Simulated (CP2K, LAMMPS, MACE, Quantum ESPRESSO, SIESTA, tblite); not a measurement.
# Bulk modulus two ways: amorphous 30In2O3-70HfO2 (mol %) (83 atoms), CP2K double zeta, PBE

The cell holds 83 atoms (14 In, 16 Hf and 53 O). Recipe: 83 atoms (14 Sc, 16 Zr, 53 O) placed at random at 4.52 g/cm³, melted at 5000 K for 10 ps at fixed volume with the Morse and Coulomb pair potential with partial charges (Pedone, Malavasi, Menziani, Cormack and Segre, J. Phys. Chem. B 110, 11780 (2006)). Quenched from 5000 K to 300 K at 200 K/ps and fixed volume, held 10 ps at zero pressure, then minimised at fixed cell. Then Sc was replaced by In, Zr was replaced by Hf and the cell scaled by 1.022 (the potential has no terms for the new elements, so the cell is a start for a DFT relaxation). Then the atoms were relaxed with MACE MP-0b3 medium in the fixed cell.

Calculated with CP2K 2026.2: PBE; DZVP-MOLOPT-SR, GTH-PBE potentials, 800 Ry; k-points Γ. The cell is scaled evenly by ±3 % in volume, and MACE MP-0b3 medium relaxes the atoms at each volume before the single point.

```
volume (Å³/atom)  energy less the middle row's (meV/atom)  pressure (GPa)
          13.336                                   -8.179          -2.327
          13.748                                    0.000          -5.559
          14.161                                   15.790          -7.986
```

Task: Find the bulk modulus at the middle volume from the pressures and from the energies, and check the printed pressure against the slope of the energy (1 meV/Å³ = 0.16022 GPa).

**Working.**

The step is h = 0.4124 Å³. From pressures: B = −V dP/dV = 13.748 × (-2.327 − (-7.986)) / (2 × 0.4124) = 94.3 GPa.

From energies: B = V d²E/dV² = 13.748 × (-8.179 + (15.790)) / 0.4124² = 615.1 meV/Å³ = 98.5 GPa.

Slope: P = −dE/dV = −(15.790 − (-8.179)) / (2 × 0.4124) = -29.1 meV/Å³ = -4.66 GPa, against -5.56 GPa printed.

The two moduli agree within 4 %.

A central difference over ±3 % overstates P by about B(1 + B′)(0.03)²/6, some 0.07 GPa for B′ = 4, which is small against the gap found. The atoms follow MACE MP-0b3 medium, so this level's forces do work along the path, which enters the energies but not the printed pressures.

Limits: three points, a static cell at zero temperature, the cell shape held; the modulus is that at -5.6 GPa, not at zero pressure.

[Logs are printed without paths, hosts, clocks, repeated set-up lines and the standing remarks that a program may print on its own settings, such as how far it seeks lower states.]

[Hosts, paths, dates, database ids (printed as entryN), source tags and the programs' standing remarks are cut or masked in the printed files.]
